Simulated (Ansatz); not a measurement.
## Sc on Al(111): change of the work function

Wanted: Δφ(θ) for Sc/Al(111), starting from the top site.

Calculated with Ansatz 0.2.0; plane-wave DFT, LDA, Ansatz PAW.

## 1. Set-up

The cell holds 4 atoms: 4 Al. Its edges and angles: a = 2.864 Å, b = 2.864 Å, c = 25.015 Å, α = 90.0°, β = 90.0°, γ = 60.0°. Vacuum lies along c.

## 2. The clean slab

The bare slab comes first, as the zero from which every change is counted. The two lowest layers are held at bulk places and the upper ones relax. The dipole correction removes the false field that a one-sided slab makes across the periodic vacuum, so each face gets a flat vacuum level of its own.

Contents of input.yaml:

```yaml
crystal:
  lattice:
    - [2.8637824638, 0.0, 0.0]
    - [1.4318912319, 2.4801083646, 0.0]
    - [0.0, 0.0, 25.0148057707]
  atoms:
    - { symbol: Al, position: [0.0, 0.0, 0.3597869231] }
    - { symbol: Al, position: [0.3333333333, 0.3333333333, 0.4532623077] }
    - { symbol: Al, position: [0.6666666667, 0.6666666667, 0.5467376923] }
    - { symbol: Al, position: [0.0, 0.0, 0.6402130769] }
kpoints:
  mp_grid: { grid: [12, 12, 1] }
hamiltonian:
  xc: lda
scf:
  occupations: { method: fermi_dirac, width: 0.1 }
  convergence: { dr2_threshold: 1.0e-08 }
efield:
  axis: 3
  dipole_correction: true
  ramp_position: 0.97
  ramp_width: 0.06
relax:
  f_tol: 0.02
  max_steps: 60
  constraints: [{ sites: [0, 1] }]
output:
  write_potential: true
  write_density: true
  volumetric_format: npy
```

Launch:

```bash
$ ansatz run input.yaml --threads 4 --pin off --max-ram 6144MiB --backend cpu --events-out ev --progress --plain --runs-dir out
```

Output:

```text
Engine: ansatz 0.2.0, aarch64-unknown-linux-gnu
Pseudopotentials: kind: paw
Pseudopotential: Al, paw, valence charge 3, recommended cutoff 420 eV (normal), Al.paw.azcp
Functional definition: SPW92
  exchange = slater_x
  correlation = pw_c
Crystal: 4 atoms, lattice volume = 177.667 Å³
Basis set: ecut = 420 eV, 3467 PW (Γ)
Bands: 10, of which v1, the nominal top of the filled ones, is band 6 counted from 1 (5 counted from 0)
Symmetry: 6 space group operations
k-points: 19 of 144 (time reversal used)
Non-local potential: Al, projectors of the file, l = 0: 2, l = 1: 2, l = 2: 1
PAW form: soft (Blöchl's): semilocal exchange-correlation on the pseudo side does not see the compensation charge
PAW frozen core: Al, regenerated for the run's functional, and the local potential with it (the file was generated under x = pbe(κ = 0.804, μ = 0.219515), c = pbe(β = 0.066725))
PAW one-centre angular grid: Al, 110 points (default); XC on 64 Gauss nodes
Initial density: superposition of atomic densities (neutral atoms: chi_scale 0, normalization atom), corrected by the library's trained network
Initial wavefunctions: pseudopotential atomic-orbital guess
Functional: x = slater, c = lda
SCF iter   1: F=—  HF=-2050.607389 eV  |F-HF|=—  |Δ(HF+E_count)|=         —  Δρ=2.49e-3  dr2=6.89e-2  ethr=1.77e-3  p=-0.000 e·Å  D=-1.79e-14 V/Å  ΔV_dip=0.00 eV  dr2_dipole=1.80e-6  V_vac-E_F(+/−)=4.16/4.16 eV  ⟨swp⟩=8.5  Hψ=1749  notcnv=0
efield: sawtooth ramp at fractional position 0.9700 (set: `efield.ramp_position`, or a place that a band, a saddle search or an elastic batch's reference lends), width 0.0600; the density the first Hamiltonian is built on has a dipole p = -0.000 e·Å; the dipole correction subtracts the counter field D = -1.79e-14 V/Å, which shifts the + side's vacuum level by +0.00 eV against the − side's; the planar-averaged density in the ramp window peaks in size at 6.8e-6 e/Å³
preconditioner: auto → LDOS  [metal: Δε(μ)=0.060 eV  Ē_g=6.469 eV  σ=0.100 eV  W_gap=0.15  n_scr=12 (ndim 8)  ℏωp=9.7 eV  f_vac=0.517  D(μ)=1.95/eV (n_scr^D=10)  β→1.0]
SCF iter   2: F=—  HF=-2050.600385 eV  |F-HF|=—  |Δ(HF+E_count)|=   7.00e-3  Δρ=5.62e-4  dr2=7.73e-4  ethr=5.74e-4  p=-0.000 e·Å  D=-2.31e-5 V/Å  ΔV_dip=0.00 eV  dr2_dipole=1.42e-6  V_vac-E_F(+/−)=4.23/4.22 eV  ⟨swp⟩=1.4  Hψ=364  notcnv=0
SCF iter   3: F=—  HF=-2050.600698 eV  |F-HF|=—  |Δ(HF+E_count)|=   3.14e-4  Δρ=1.75e-4  dr2=2.40e-4  ethr=6.45e-6  p=-0.000 e·Å  D=-9.17e-6 V/Å  ΔV_dip=0.00 eV  dr2_dipole=4.43e-11  V_vac-E_F(+/−)=4.22/4.22 eV  ⟨swp⟩=2.3  Hψ=351  notcnv=0
SCF iter   4: F=—  HF=-2050.600684 eV  |F-HF|=—  |Δ(HF+E_count)|=   1.39e-5  Δρ=4.01e-5  dr2=1.09e-5  ethr=2.00e-6  p=-0.000 e·Å  D=-3.62e-6 V/Å  ΔV_dip=0.00 eV  dr2_dipole=1.95e-9  V_vac-E_F(+/−)=4.22/4.22 eV  ⟨swp⟩=2.4  Hψ=307  notcnv=0
SCF iter   5: F=—  HF=-2050.600684 eV  |F-HF|=—  |Δ(HF+E_count)|=   3.15e-7  Δρ=1.22e-5  dr2=4.23e-7  ethr=9.06e-8  p=-0.000 e·Å  D=-1.57e-6 V/Å  ΔV_dip=0.00 eV  dr2_dipole=2.82e-11  V_vac-E_F(+/−)=4.22/4.22 eV  ⟨swp⟩=2.4  Hψ=305  notcnv=0
SCF iter   6: F=—  HF=-2050.600684 eV  |F-HF|=—  |Δ(HF+E_count)|=   3.86e-7  Δρ=2.59e-6  dr2=3.20e-8  ethr=3.52e-9  p=-0.000 e·Å  D=-7.08e-7 V/Å  ΔV_dip=0.00 eV  dr2_dipole=4.45e-12  V_vac-E_F(+/−)=4.22/4.22 eV  ⟨swp⟩=2.7  Hψ=326  notcnv=0
SCF iter   7: F=-2050.600684 eV  HF=-2050.600684 eV  |F-HF|=1.90e-10  |Δ(HF+E_count)|=   2.38e-8  Δρ=4.55e-7  dr2=1.01e-9  ethr=8.33e-11  p=-0.000 e·Å  D=-9.54e-8 V/Å  ΔV_dip=0.00 eV  dr2_dipole=8.59e-13  V_vac-E_F(+/−)=4.22/4.22 eV  ⟨swp⟩=9.1  Hψ=1256  notcnv=0
SCF 1 converged in 7 iterations: F = -2050.600684 eV  dr2 = 1.01e-9
  greatest PAW one-centre occupation: 0.474 electrons in one spin orbital (limit 2), on the Al atom at site 3 (counted from 0), in its partial waves of l = 0
relax step   1: F+E_penalty+E_count = -2050.60068363 eV  Δ(F+E_penalty+E_count) = +0.000e0 eV  max|allowed force component| = 1.360e-1 eV/Å  Δτ_max = 0.0000 Å  (7 SCF iters, accepted)
Initial density: handed on by an earlier stage of this run
Initial wavefunctions: those handed on with the density
iter 1 solved again at ethr=1.70e-3 eV; its pass at ethr=3.10e-3 eV (dr2=2.04e-1 eV) is discarded
SCF iter   1: F=—  HF=-2050.642803 eV  |F-HF|=—  |Δ(HF+E_count)|=         —  Δρ=3.40e-3  dr2=2.07e-1  ethr=1.70e-3  p=-0.000 e·Å  D=-9.72e-8 V/Å  ΔV_dip=0.00 eV  dr2_dipole=1.24e-2  V_vac-E_F(+/−)=4.24/4.24 eV  ⟨swp⟩=1.0  Hψ=1496  notcnv=0
efield: sawtooth ramp at fractional position 0.9700 (set: `efield.ramp_position`, or a place that a band, a saddle search or an elastic batch's reference lends), width 0.0600; the density the first Hamiltonian is built on has a dipole p = -0.000 e·Å; the dipole correction subtracts the counter field D = -9.72e-8 V/Å, which shifts the + side's vacuum level by +0.00 eV against the − side's; the planar-averaged density in the ramp window peaks in size at 1.5e-7 e/Å³
preconditioner: auto → LDOS  [metal: Δε(μ)=0.112 eV  Ē_g=6.565 eV  σ=0.100 eV  W_gap=0.26  n_scr=12 (ndim 8)  ℏωp=9.7 eV  f_vac=0.528  D(μ)=1.78/eV (n_scr^D=10)  β→1.0]
SCF iter   2: F=—  HF=-2050.622200 eV  |F-HF|=—  |Δ(HF+E_count)|=   2.06e-2  Δρ=1.02e-3  dr2=8.23e-3  ethr=1.70e-3  p=0.001 e·Å  D=6.92e-4 V/Å  ΔV_dip=-0.02 eV  dr2_dipole=1.74e-3  V_vac-E_F(+/−)=4.15/4.16 eV  ⟨swp⟩=1.9  Hψ=243  notcnv=0
SCF iter   3: F=—  HF=-2050.622314 eV  |F-HF|=—  |Δ(HF+E_count)|=   1.15e-4  Δρ=3.41e-4  dr2=1.12e-3  ethr=6.86e-5  p=-0.000 e·Å  D=-4.28e-4 V/Å  ΔV_dip=0.01 eV  dr2_dipole=7.15e-5  V_vac-E_F(+/−)=4.15/4.14 eV  ⟨swp⟩=2.6  Hψ=305  notcnv=0
SCF iter   4: F=—  HF=-2050.622243 eV  |F-HF|=—  |Δ(HF+E_count)|=   7.09e-5  Δρ=6.69e-5  dr2=2.48e-5  ethr=9.36e-6  p=-0.000 e·Å  D=-3.86e-4 V/Å  ΔV_dip=0.01 eV  dr2_dipole=1.11e-6  V_vac-E_F(+/−)=4.15/4.14 eV  ⟨swp⟩=2.5  Hψ=321  notcnv=0
SCF iter   5: F=—  HF=-2050.622240 eV  |F-HF|=—  |Δ(HF+E_count)|=   2.98e-6  Δρ=2.17e-5  dr2=1.42e-6  ethr=2.07e-7  p=-0.001 e·Å  D=-5.97e-4 V/Å  ΔV_dip=0.01 eV  dr2_dipole=2.55e-7  V_vac-E_F(+/−)=4.15/4.14 eV  ⟨swp⟩=2.4  Hψ=326  notcnv=0
SCF iter   6: F=—  HF=-2050.622241 eV  |F-HF|=—  |Δ(HF+E_count)|=   2.82e-7  Δρ=5.39e-6  dr2=2.37e-7  ethr=1.18e-8  p=-0.001 e·Å  D=-7.17e-4 V/Å  ΔV_dip=0.02 eV  dr2_dipole=2.13e-8  V_vac-E_F(+/−)=4.15/4.13 eV  ⟨swp⟩=2.4  Hψ=314  notcnv=0
SCF iter   7: F=—  HF=-2050.622241 eV  |F-HF|=—  |Δ(HF+E_count)|=   2.44e-8  Δρ=1.24e-6  dr2=1.32e-8  ethr=1.97e-9  p=-0.001 e·Å  D=-7.46e-4 V/Å  ΔV_dip=0.02 eV  dr2_dipole=2.09e-10  V_vac-E_F(+/−)=4.15/4.13 eV  ⟨swp⟩=2.1  Hψ=260  notcnv=0
SCF iter   8: F=-2050.622241 eV  HF=-2050.622241 eV  |F-HF|=1.83e-10  |Δ(HF+E_count)|=   3.49e-9  Δρ=2.80e-7  dr2=5.08e-10  ethr=8.33e-11  p=-0.001 e·Å  D=-7.59e-4 V/Å  ΔV_dip=0.02 eV  dr2_dipole=1.63e-10  V_vac-E_F(+/−)=4.15/4.13 eV  ⟨swp⟩=9.0  Hψ=1227  notcnv=0
SCF 2 converged in 8 iterations: F = -2050.622241 eV  dr2 = 5.08e-10
  greatest PAW one-centre occupation: 0.474 electrons in one spin orbital (limit 2), on the Al atom at site 0 (counted from 0), in its partial waves of l = 0
relax step   2: F+E_penalty+E_count = -2050.62224072 eV  Δ(F+E_penalty+E_count) = -2.156e-2 eV  max|allowed force component| = 5.793e-2 eV/Å  Δτ_max = 0.1919 Å  (8 SCF iters, accepted)
SCF iter   1: F=—  HF=-2050.622820 eV  |F-HF|=—  |Δ(HF+E_count)|=         —  Δρ=3.46e-4  dr2=2.71e-3  ethr=1.15e-4  p=-0.001 e·Å  D=-7.59e-4 V/Å  ΔV_dip=0.02 eV  dr2_dipole=4.02e-4  V_vac-E_F(+/−)=4.15/4.13 eV  ⟨swp⟩=2.1  Hψ=678  notcnv=0
efield: sawtooth ramp at fractional position 0.9700 (set: `efield.ramp_position`, or a place that a band, a saddle search or an elastic batch's reference lends), width 0.0600; the density the first Hamiltonian is built on has a dipole p = -0.001 e·Å; the dipole correction subtracts the counter field D = -7.59e-4 V/Å, which shifts the + side's vacuum level by +0.02 eV against the − side's; the planar-averaged density in the ramp window peaks in size at 2.0e-7 e/Å³
preconditioner: auto → LDOS  [metal: Δε(μ)=0.068 eV  Ē_g=6.514 eV  σ=0.100 eV  W_gap=0.17  n_scr=12 (ndim 8)  ℏωp=9.7 eV  f_vac=0.523  D(μ)=1.86/eV (n_scr^D=10)  β→1.0]
SCF iter   2: F=—  HF=-2050.622600 eV  |F-HF|=—  |Δ(HF+E_count)|=   2.20e-4  Δρ=1.52e-4  dr2=1.25e-4  ethr=2.26e-5  p=-0.001 e·Å  D=-7.75e-4 V/Å  ΔV_dip=0.02 eV  dr2_dipole=8.08e-6  V_vac-E_F(+/−)=4.16/4.14 eV  ⟨swp⟩=1.3  Hψ=349  notcnv=0
SCF iter   3: F=—  HF=-2050.622580 eV  |F-HF|=—  |Δ(HF+E_count)|=   1.99e-5  Δρ=6.20e-5  dr2=3.43e-5  ethr=1.05e-6  p=-0.001 e·Å  D=-8.21e-4 V/Å  ΔV_dip=0.02 eV  dr2_dipole=1.60e-6  V_vac-E_F(+/−)=4.16/4.14 eV  ⟨swp⟩=3.1  Hψ=400  notcnv=0
SCF iter   4: F=—  HF=-2050.622579 eV  |F-HF|=—  |Δ(HF+E_count)|=   1.66e-6  Δρ=2.64e-5  dr2=7.04e-6  ethr=2.86e-7  p=-0.001 e·Å  D=-8.17e-4 V/Å  ΔV_dip=0.02 eV  dr2_dipole=1.98e-7  V_vac-E_F(+/−)=4.16/4.14 eV  ⟨swp⟩=1.3  Hψ=215  notcnv=0
SCF iter   5: F=—  HF=-2050.622580 eV  |F-HF|=—  |Δ(HF+E_count)|=   1.52e-6  Δρ=4.08e-6  dr2=1.84e-7  ethr=5.87e-8  p=-0.001 e·Å  D=-8.11e-4 V/Å  ΔV_dip=0.02 eV  dr2_dipole=6.70e-9  V_vac-E_F(+/−)=4.16/4.14 eV  ⟨swp⟩=2.2  Hψ=262  notcnv=0
SCF iter   6: F=-2050.622580 eV  HF=-2050.622580 eV  |F-HF|=2.04e-10  |Δ(HF+E_count)|=   1.04e-7  Δρ=6.02e-7  dr2=3.21e-9  ethr=8.33e-11  p=-0.001 e·Å  D=-8.09e-4 V/Å  ΔV_dip=0.02 eV  dr2_dipole=9.74e-11  V_vac-E_F(+/−)=4.16/4.14 eV  ⟨swp⟩=8.3  Hψ=1447  notcnv=0
SCF 3 converged in 6 iterations: F = -2050.622580 eV  dr2 = 3.21e-9
relax step   3: F+E_penalty+E_count = -2050.62258030 eV  Δ(F+E_penalty+E_count) = -3.396e-4 eV  max|allowed force component| = 1.116e-2 eV/Å  Δτ_max = 0.0157 Å  (6 SCF iters, accepted)
NSCF: frozen V_eff on 19 k-points
the band table was solved once a step of the walk had ended and its energy, with any forces and stress, was formed, with the checks that follow a solve (1955 applications of the Hamiltonian). They found nothing against the state; the energy, forces and stress were not computed again (output.eigenvalues in the input reference)
WARN: The output density's exchange-correlation potential varies sharply where the density is thin. Do not read a vacuum level from v_tot or v_xc, or from such a field of the output density. On a cell that repeats whose density bears no net charge and no dipole along the vacuum's axis use v_es (v_loc + v_h of the components); under efield.dipole_correction with no amplitude use v_es + v_field, which holds any externa [...]
SCF converged after 6 iterations
Free energy (F): -2050.622580 eV
Harris-Foulkes:  -2050.622580 eV  (|F-HF|=2.04e-10)
Internal energy: -2050.561707 eV  (E = F + TS)
E sigma→0 (E₀):  -2050.592144 eV
Entropy (-TS):   -0.060873 eV (-15.218 meV/atom)
Fermi energy:    0.321404 eV
Dipole field:    D = -0.000823 V/Å  (p = -0.000809 e·Å, saw-weighted, corrected)
Work function:   Φ+ = 4.1580 eV   Φ− = 4.1374 eV
Levels:          The Fermi level and band energies are counted from a zero that moves with the ramp; work functions are not
--- Per-component energies (eV) ---
  E_band       = -46.773113
  E_kinetic    = 88.693634
  E_local      = -3080.249430  (includes V_loc(G=0)·N_el)
  E_nonlocal   = 44.365160
  E_hartree    = 1515.505644
  E_xc         = -155.453281
  E_vxc        = -114.715961  (∫ρ·V_xc dr)
  E_paw        = -1772.919236  (= ΣΔE_a)
  E_vpaw       = -15.878791  (= ΣTr[D̂ρ^β])
  E_aug_tail   = -0.000016  (compensation charges beyond the density's cutoff)
  E_efield     = 0.000000  (sawtooth field / dipole correction)
  E_vefield    = -0.000728  (∫n·V_field dr)
  E_ewald      = 1309.272953
  E_core_change = 0.222866  (= ΣΔE_core)
  E_smearing   = -0.060873  (= −TS)
  E_closure    = -0.000000  (closes the sum)
  Σ components = -2050.622580   (vs F -2050.622580, Δ=0.00e0)
--- Forces (eV/Å), atoms counted from 1 ---
  atom   1  Al     0.00000000     0.00000000     0.17167577
  atom   2  Al    -0.00000000     0.00000000    -0.16659097
  atom   3  Al     0.00000000     0.00000000    -0.01115562
  atom   4  Al     0.00000000    -0.00000000     0.00593367
  max |Σ_I F_I| component: 1.37e-4 eV/Å
--- Band table (eV; the first three rows and the last of 19) ---
  k-point 0: bands = ["-10.5915", "-9.4205", "-7.7942", "-5.4241", "-2.9770", "0.0008", "2.4988", "3.9653", "4.4342", "5.4229"]
  k-point 1: bands = ["-10.4252", "-9.2552", "-7.6302", "-5.2604", "-2.8216", "0.1559", "2.6538", "4.1272", "4.6004", "5.5822"]
  k-point 2: bands = ["-9.9278", "-8.7606", "-7.1397", "-4.7712", "-2.3558", "0.6140", "3.0948", "4.5709", "5.0588", "5.3832"]
  k-point 18: bands = ["-2.8820", "-2.8253", "-2.8228", "-1.8311", "-1.7776", "-1.7075", "-0.3506", "-0.3472", "0.5869", "2.1916"]
--- Relaxed structure (3 steps of the walk, 3 accepted, 0 SCFs on fresh bases) ---
  F+E_penalty+E_count = -2050.62258030 eV   max|allowed force component| = 1.116e-2 eV/Å
  atoms:
    - { symbol: Al, position: [0.0, 0.0, 0.3597869231] }
    - { symbol: Al, position: [0.333333, 0.333333, 0.453262] }
    - { symbol: Al, position: [0.666667, 0.666667, 0.542200] }
    - { symbol: Al, position: [0, 0, 0.632965] }
```

Elapsed: 2.3 s, on 4 threads of Arm Neoverse V2, shared host; peak memory 0.36 GiB; 8.1 s of CPU time.

Step by step:

```csv
step,energy less that of the first step (eV),largest force component (eV/Å)
1,0.0000,0.1360
2,-0.0216,0.0579
3,-0.0219,0.0112
```

Forces are held to the 6 operations that the program found; a distortion that breaks them can't arise in this run.

The atoms that moved most (Å):

```
atom     dx     dy      dz  length
 Al4  0.000  0.000  -0.181   0.181
 Al3  0.000  0.000  -0.114   0.114
```

Final coordinates:

```xyz
4
Lattice="2.8638 0.0000 0.0000 1.4319 2.4801 0.0000 0.0000 0.0000 25.0148" Properties=species:S:1:pos:R:3
Al    0.0000    0.0000    9.0000
Al    1.4319    0.8267   11.3383
Al    2.8638    1.6534   13.5630
Al    0.0000    0.0000   15.8335
```

This step gave:

```yaml
energy_at_zero_smearing: -2050.5921 eV
work_function_upper_face: 4.158 eV
work_function_lower_face: 4.137 eV
dipole_along_the_normal: -8.09e-4 e·Å
step_between_the_vacuum_levels: 0.02060 eV
```

Running mean over 2.338 Å of the planar mean; the ramp of the sawtooth is left out. Electron's electrostatic potential energy less the Fermi level against z:

z (Å), electron's electrostatic potential energy less the Fermi level (eV) and a bar from the least value:
```
      3.5       4.14 ##############################
      4.0       4.14 ##############################
      4.5       4.14 ##############################
      5.0       4.13 ##############################
      5.5       4.11 ##############################
      6.0       4.04 ##############################
      6.5       3.81 #############################
      7.0       3.03 ##########################
      7.5       1.09 ####################
      8.0      -1.31 ############
      8.5      -3.45 #####
      9.0      -4.37 ##
      9.5      -4.51 ##
     10.0      -4.53 ##
     10.5      -4.55 ##
     11.0      -4.57 #
     11.5      -4.69 #
     12.0      -4.96 
     12.5      -5.02 
     13.0      -4.93 
     13.5      -4.68 #
     14.0      -4.75 #
     14.5      -4.83 #
     15.0      -4.80 #
     15.5      -4.64 #
     16.0      -4.22 ###
     16.5      -2.82 #######
     17.0      -0.50 ###############
     17.5       1.87 #######################
     18.0       3.41 ############################
     18.5       3.94 #############################
     19.0       4.09 ##############################
     19.5       4.14 ##############################
     20.0       4.15 ##############################
     20.5       4.16 ##############################
     21.0       4.16 ##############################
     21.5       4.16 ##############################
```

The relaxation took 3 steps and lowered the energy by 0.022 eV; the largest force on the free atoms ends at 0.011 eV/Å.

The work function of the upper face is 4.16 eV.

(Continued in part 2 of 5.)

[Long decimals in the printed logs are rounded to 6 places.]

[Logs are printed without paths, hosts, clocks, repeated set-up lines and the standing remarks that a program may print on its own settings, such as how far it seeks lower states.]

[Hosts, paths, dates, database ids (printed as entryN), source tags and the programs' standing remarks are cut or masked in the printed files.]

[Maps of the electrostatic potential energy from Ansatz leave out the sawtooth potential of an applied field or a dipole correction, so their vacuum need not be flat; planar profiles and work functions include it.]
